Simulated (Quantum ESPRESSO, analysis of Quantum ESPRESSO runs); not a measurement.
# Reproducing a measured migration barrier: interstitial H in fcc Al, hop from a tetrahedral to the next octahedral site (Quantum ESPRESSO), part 3 of 3

How near does this set-up come to the measured migration barrier? Subject: interstitial H in fcc Al, hop from a tetrahedral to the next octahedral site. Set-up: PBEsol, GBRV 1.5 PBEsol, 32-site cell, PBEsol lattice, k: 3x3x3. The model is a cell of 32 host atoms with 1 H put in. The barrier is the energy of the highest image of a climbing band over the relaxed site that the atom leaves. A local or semilocal functional is the cheapest first rung.

Quantum ESPRESSO 7.5; PBEsol, GBRV 1.5 PBEsol, 32-site cell, PBEsol lattice, k: 3x3x3.

So far: Set-up; Relaxation, charge 0.

**4. Nudged elastic band**

A band of images joins the two ends; its highest image climbs to the saddle, whose energy over the site left is the barrier.

This step: Quantum ESPRESSO plane-wave DFT, PBEsol, GBRV 1.5 PBEsol potentials; nudged elastic band between two relaxed defect structures.

Contents of neb.in:

```
BEGIN
BEGIN_PATH_INPUT
&PATH
  restart_mode = 'from_scratch'
  string_method = 'neb'
  nstep_path = 45
  ds = 1.5
  opt_scheme = 'broyden'
  num_of_images = 5
  k_max = 0.3
  k_min = 0.2
  CI_scheme = 'auto'
  path_thr = 0.05
/
END_PATH_INPUT
BEGIN_ENGINE_INPUT
&CONTROL
  prefix = 'pwscf'
  outdir = './tmp'
  pseudo_dir = './pseudo'
  disk_io = 'low'
/
&SYSTEM
  ibrav = 0
  nat = 33
  ntyp = 2
  ecutwfc = 45
  ecutrho = 360
  nbnd = 63
  occupations = 'smearing'
  smearing = 'mv'
  degauss = 0.00734986
/
&ELECTRONS
  conv_thr = 3d-08
  electron_maxstep = 100
  mixing_beta = 0.5
/
ATOMIC_SPECIES
Al    26.9815 al_pbesol_v1.uspp.F.UPF
H      1.0080 h_pbesol_v1.4.uspp.F.UPF
CELL_PARAMETERS angstrom
   8.0266502575    0.0000000000    0.0000000000
   0.0000000000    8.0266502575    0.0000000000
   0.0000000000    0.0000000000    8.0266502575
BEGIN_POSITIONS
FIRST_IMAGE
ATOMIC_POSITIONS crystal
Al     0.0002421946    0.0002421946    0.0002421946
Al     0.0008004951    0.2503164512    0.2503164512
Al     0.2503164512    0.0008004951    0.2503164512
Al     0.2503164512    0.2503164512    0.0008004951
Al    -0.0021328918   -0.0021328918    0.5002788368
Al    -0.0021328918    0.2497211632    0.7521328918
Al     0.2497211632   -0.0021328918    0.7521328918
Al     0.2409469740    0.2409469740    0.5090530260
Al    -0.0021328918    0.5002788368   -0.0021328918
Al    -0.0021328918    0.7521328918    0.2497211632
Al     0.2409469740    0.5090530260    0.2409469740
Al     0.2497211632    0.7521328918   -0.0021328918
Al     0.0008004951    0.4996835488    0.4996835488
Al     0.0002421946    0.7497578054    0.7497578054
Al     0.2503164512    0.4996835488    0.7491995049
Al     0.2503164512    0.7491995049    0.4996835488
Al     0.5002788368   -0.0021328918   -0.0021328918
Al     0.5090530260    0.2409469740    0.2409469740
Al     0.7521328918   -0.0021328918    0.2497211632
Al     0.7521328918    0.2497211632   -0.0021328918
Al     0.4996835488    0.0008004951    0.4996835488
Al     0.4996835488    0.2503164512    0.7491995049
Al     0.7497578054    0.0002421946    0.7497578054
Al     0.7491995049    0.2503164512    0.4996835488
Al     0.4996835488    0.4996835488    0.0008004951
Al     0.4996835488    0.7491995049    0.2503164512
Al     0.7491995049    0.4996835488    0.2503164512
Al     0.7497578054    0.7497578054    0.0002421946
Al     0.5090530260    0.5090530260    0.5090530260
Al     0.5002788368    0.7521328918    0.7521328918
Al     0.7521328918    0.5002788368    0.7521328918
Al     0.7521328918    0.7521328918    0.5002788368
H      0.3750000000    0.3750000000    0.3750000000
LAST_IMAGE
ATOMIC_POSITIONS crystal
Al     0.0003772318    0.0003772318    0.0003772318
Al    -0.0057941573    0.2501313988    0.2501313988
[... 5 atom lines left out ...]
Al     0.2501313988    0.2501313988    0.5060569549
[... 2 atom lines left out ...]
Al     0.2501313988    0.5060569549    0.2501313988
[... 3 atom lines left out ...]
Al     0.2501313988    0.5014284220    0.7501313988
Al     0.2501313988    0.7501313988    0.5014284220
[... 1 atom line left out ...]
Al     0.5060569549    0.2501313988    0.2501313988
[... 3 atom lines left out ...]
Al     0.5014284220    0.2501313988    0.7501313988
[... 1 atom line left out ...]
Al     0.7501313988    0.2501313988    0.5014284220
Al     0.4998855657    0.4998855657    0.0003772318
Al     0.5014284220    0.7501313988    0.2501313988
Al     0.7501313988    0.5014284220    0.2501313988
[... 1 atom line left out ...]
Al     0.4998855657    0.4998855657    0.4998855657
[... 3 atom lines left out ...]
H      0.2501313988    0.2501313988    0.2501313988
END_POSITIONS
K_POINTS automatic
3 3 3 0 0 0
END_ENGINE_INPUT
END
```

Run with:

```console
$ OMP_NUM_THREADS=1 mpirun -n 4 neb.x -ni 2 -inp neb.in > neb.out
```

What it wrote:

```text
[banner, memory and clock lines left out]
          URL

     path-images division:  nimage    =       2

     Parsing file: neb.in

     initial path length           =  3.3167 bohr
     initial inter-image distance  =  0.8292 bohr

     string_method                 =    neb
     restart_mode                  =    from_scratch
     opt_scheme                    =    broyden
     num_of_images                 =    5
     nstep_path                    =    45
     CI_scheme                     =    auto
     first_last_opt                =    F
     use_freezing                  =    F
     ds                            =    1.5000 a.u.
     k_max                         =    0.3000 a.u.
     k_min                         =    0.2000 a.u.
     suggested k_max               =    0.2742 a.u.
     suggested k_min               =    0.1828 a.u.
     path_thr                      =    0.0500 eV / A

     ------------------------------ iteration   1 ------------------------------

     cpu =  0   tcpu =      0.1    self-consistency for image   1
     Message from routine setup:
     using ibrav=0 with symmetry is DISCOURAGED, use correct ibrav instead
     cpu =  0   tcpu =     91.4    self-consistency for image   2
     Message from routine setup:
     using ibrav=0 with symmetry is DISCOURAGED, use correct ibrav instead
     cpu =  0   tcpu =    241.6    self-consistency for image   4
     Message from routine setup:
     using ibrav=0 with symmetry is DISCOURAGED, use correct ibrav instead

     activation energy (->) =   0.228273 eV
     activation energy (<-) =   0.184233 eV

     image        energy (eV)        error (eV/A)        frozen

         1      -2917.2831219            0.016857            T
         2      -2917.1305505            0.642126            F
         3      -2917.0548489            0.526904            F
         4      -2917.1735165            0.551523            F
         5      -2917.2390815            0.009307            T

     climbing image =  3

     path length          =  3.317 bohr
     inter-image distance =  0.829 bohr

     ------------------------------ iteration   2 ------------------------------

     cpu =  0   tcpu =    392.0    self-consistency for image   2
     Message from routine setup:
     using ibrav=0 with symmetry is DISCOURAGED, use correct ibrav instead
     cpu =  0   tcpu =    519.7    self-consistency for image   4
     Message from routine setup:
     using ibrav=0 with symmetry is DISCOURAGED, use correct ibrav instead

     activation energy (->) =   0.208672 eV
     activation energy (<-) =   0.164631 eV

     image        energy (eV)        error (eV/A)        frozen

         1      -2917.2831219            0.016857            T
         2      -2917.1356674            0.313509            F
         3      -2917.0744504            0.404513            F
         4      -2917.1712392            0.240735            F
         5      -2917.2390815            0.009307            T

     climbing image =  3

     path length          =  3.318 bohr
     inter-image distance =  0.830 bohr

     ------------------------------ iteration   3 ------------------------------

     cpu =  0   tcpu =    633.7    self-consistency for image   2
     Message from routine setup:
     using ibrav=0 with symmetry is DISCOURAGED, use correct ibrav instead
     cpu =  0   tcpu =    779.2    self-consistency for image   4
     Message from routine setup:
     using ibrav=0 with symmetry is DISCOURAGED, use correct ibrav instead

     activation energy (->) =   0.185690 eV
     activation energy (<-) =   0.141650 eV

     image        energy (eV)        error (eV/A)        frozen

         1      -2917.2831219            0.016857            T
         2      -2917.1483803            0.162421            F
         3      -2917.0974317            0.191892            F
         4      -2917.1714290            0.126455            F
         5      -2917.2390815            0.009307            T

     climbing image =  3

     path length          =  3.329 bohr
     inter-image distance =  0.832 bohr

     ------------------------------ iteration   4 ------------------------------

     cpu =  0   tcpu =    908.0    self-consistency for image   2
     Message from routine setup:
     using ibrav=0 with symmetry is DISCOURAGED, use correct ibrav instead
     cpu =  0   tcpu =   1029.3    self-consistency for image   4
     Message from routine setup:
     using ibrav=0 with symmetry is DISCOURAGED, use correct ibrav instead

     activation energy (->) =   0.181042 eV
     activation energy (<-) =   0.137002 eV

     image        energy (eV)        error (eV/A)        frozen

         1      -2917.2831219            0.016857            T
         2      -2917.1551021            0.106610            F
         3      -2917.1020796            0.127825            F
         4      -2917.1736298            0.092700            F
         5      -2917.2390815            0.009307            T

     climbing image =  3

     path length          =  3.336 bohr
     inter-image distance =  0.834 bohr

     ------------------------------ iteration   5 ------------------------------

     cpu =  0   tcpu =   1156.9    self-consistency for image   2
     Message from routine setup:
     using ibrav=0 with symmetry is DISCOURAGED, use correct ibrav instead
     cpu =  0   tcpu =   1316.0    self-consistency for image   4
     Message from routine setup:
     using ibrav=0 with symmetry is DISCOURAGED, use correct ibrav instead

     activation energy (->) =   0.175794 eV
     activation energy (<-) =   0.131754 eV

     image        energy (eV)        error (eV/A)        frozen

         1      -2917.2831219            0.016857            T
         2      -2917.1655134            0.062497            F
         3      -2917.1073277            0.036278            F
         4      -2917.1763105            0.034253            F
         5      -2917.2390815            0.009307            T

     climbing image =  3

     path length          =  3.362 bohr
     inter-image distance =  0.841 bohr

     ------------------------------ iteration   6 ------------------------------

     cpu =  0   tcpu =   1443.7    self-consistency for image   2
     Message from routine setup:
     using ibrav=0 with symmetry is DISCOURAGED, use correct ibrav instead
     cpu =  0   tcpu =   1545.9    self-consistency for image   4
     Message from routine setup:
     using ibrav=0 with symmetry is DISCOURAGED, use correct ibrav instead

     activation energy (->) =   0.175233 eV
     activation energy (<-) =   0.131193 eV

     image        energy (eV)        error (eV/A)        frozen

         1      -2917.2831219            0.016857            T
         2      -2917.1660645            0.056349            F
         3      -2917.1078888            0.030384            F
         4      -2917.1762702            0.025045            F
         5      -2917.2390815            0.009307            T

     climbing image =  3

     path length          =  3.361 bohr
     inter-image distance =  0.840 bohr

     ------------------------------ iteration   7 ------------------------------

     cpu =  0   tcpu =   1641.7    self-consistency for image   2
     Message from routine setup:
     using ibrav=0 with symmetry is DISCOURAGED, use correct ibrav instead
     cpu =  0   tcpu =   1774.2    self-consistency for image   4
     Message from routine setup:
     using ibrav=0 with symmetry is DISCOURAGED, use correct ibrav instead

     activation energy (->) =   0.174341 eV
     activation energy (<-) =   0.130300 eV

     image        energy (eV)        error (eV/A)        frozen

         1      -2917.2831219            0.016857            T
         2      -2917.1681300            0.043019            F
         3      -2917.1087811            0.021659            F
         4      -2917.1763746            0.019649            F
         5      -2917.2390815            0.009307            T

     climbing image =  3

     path length          =  3.366 bohr
     inter-image distance =  0.841 bohr

     neb: convergence achieved in   7 iterations
```

It took 32 min on 4 MPI ranks of Arm Neoverse V1, shared host; peak memory 2 GiB; 2.1 h of CPU time.

The path, image by image:

```tsv
image	path (Å)	energy (eV)	H33: x, y, z (Å)
0	0.000	0.0000	3.010, 3.010, 3.010
1	0.479	0.1150	2.741, 2.741, 2.741
2	0.873	0.1743	2.517, 2.517, 2.517
3	1.291	0.1067	2.284, 2.284, 2.284
4	1.781	0.0440	2.008, 2.008, 2.008
```

Numbers from this step:

```
barrier forward : 0.1743 eV
```

**5. Results**

- migration barrier (saddle less minimum): 0.17 eV
- energy difference of the two ends: 0.04 eV
- length of the hop: 1.74 Å

What this shows: Migration barrier: computed 0.17 eV, measured 0.452 eV; 0.28 eV below the measurement. The measured number is an Arrhenius activation energy of long-range diffusion; for H it holds zero-point energy, and trapping at vacancies and dislocations can raise it. One hop between neighbouring sites is computed at the host's lattice. Limits: the periodic copies of the defect are only 8.0 Å apart.

[Logs are printed without paths, hosts, clocks, repeated set-up lines and the standing remarks that a program may print on its own settings, such as how far it seeks lower states.]

[Hosts, paths, dates, database ids (printed as entryN), source tags and the programs' standing remarks are cut or masked in the printed files.]

[For some hosts the program warned that the k-mesh of the response run may be too coarse for force constants and the static dielectric constant; such warnings are not shown here.]
